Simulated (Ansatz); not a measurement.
In doubt: one-shot GW on d or f shells is unsure, so the values of those runs are not to be relied on.

Rows from a G0W0 calculation on AgCl (Fm-3m) (Ansatz 0.2.0; G0W0 on PBE, plane waves, PAW; 6×6×6 mesh, 273 empty bands, screening to 200 eV), in eV. Spin-orbit coupling is left out.

| row | Σx | Σc | Vxc | Z |
| --- | --- | --- | --- | --- |
| A | -30.34 | 3.78 | -25.54 | 0.76 |
| B | -5.76 | -4.05 | -9.94 | 0.81 |
| C | -8.30 | -4.00 | -12.45 | 0.81 |
| D | -20.95 | 3.05 | -16.87 | 0.73 |
| E | -7.95 | -4.87 | -13.34 | 0.77 |
| F | -9.99 | -5.68 | -16.16 | 0.73 |

Q: Which rows are filled states and which are empty ones, and how can one tell?

Filled: A and D. Empty: B, C, E and F. The sign of Σc tells: for a filled state bare exchange, which holds its interaction with itself, lies below Vxc (Σx − Vxc is -4.1 eV or lower here) and screening gives part back as a positive Σc. For an empty state Σx lies above Vxc (+4.2 eV or more) and the Coulomb hole leaves Σc negative.

[Runs of the session that timed out or met a known fault of the program may be left out.]

[Cells called generated may have been cut or substituted from an entry of the Crystallography Open Database or the Materials Project.]

[Hosts, paths, dates, database ids (printed as entryN), source tags and the programs' standing remarks are cut or masked in the printed files.]
